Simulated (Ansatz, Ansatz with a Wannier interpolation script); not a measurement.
An input for Ansatz 0.2.0 (K3GaF6 (Fm-3m)):

```yaml
crystal:
  lattice:
    - [0.0, 4.33245, 4.33245]
    - [4.33245, 0.0, 4.33245]
    - [4.33245, 4.33245, 0.0]
  atoms:
    - { symbol: K, position: [0.25, 0.25, 0.25] }
    - { symbol: K, position: [0.75, 0.75, 0.75] }
    - { symbol: K, position: [0.0, 0.0, 0.0] }
    - { symbol: Ga, position: [0.5, 0.5, 0.5] }
    - { symbol: F, position: [0.7175099285, 0.2824900715, 0.2824900715] }
    - { symbol: F, position: [0.2824900715, 0.7175099285, 0.2824900715] }
    - { symbol: F, position: [0.2824900715, 0.7175099285, 0.7175099285] }
    - { symbol: F, position: [0.7175099285, 0.2824900715, 0.7175099285] }
    - { symbol: F, position: [0.2824900715, 0.2824900715, 0.7175099285] }
    - { symbol: F, position: [0.7175099285, 0.7175099285, 0.2824900715] }
kpoints:
  mp_grid: { grid: [4, 4, 4] }
hamiltonian:
  xc: lda
scf:
  occupations: { method: fixed }
  n_extra_bands: 86
output:
  wannier:
    kmesh: [4, 4, 4]
    projections:
      - { species: F, l: p, shell: 2 }
      - { species: Ga, l: s, shell: 4 }
      - { species: Ga, l: p, shell: 4 }
      - { species: K, l: s, shell: 4 }
    minimise: true
    write_hr: true
    seedname: w
    conv_tol: 1.0e-07
    max_iter: 4000
    disentanglement:
      window: [-1.74, 27.02]
      frozen_window: [-1.74, 9.97]
      conv_tol: 1.0e-08
```

```sh
ansatz run input.yaml --threads 4 --pin off --max-ram 18432MiB --backend cpu --events-out ev --progress --plain --runs-dir out
```

**Question.** Estimate wall time and host memory on 4 threads of Arm Neoverse V1, shared host.

It took 22 s; on shared hardware allow 11 s to 43 s. Peak host memory was 0.85 GiB.

[Paths, hosts, dates, memory and timing lines, banners, echoed tables and standing remarks are left out of the program output.]

[Logs are printed without paths, hosts, clocks, repeated set-up lines and the standing remarks that a program may print on its own settings, such as how far it seeks lower states.]

[Runs of the session that timed out or met a known fault of the program may be left out.]

[Hosts, paths, dates, database ids (printed as entryN), source tags and the programs' standing remarks are cut or masked in the printed files.]
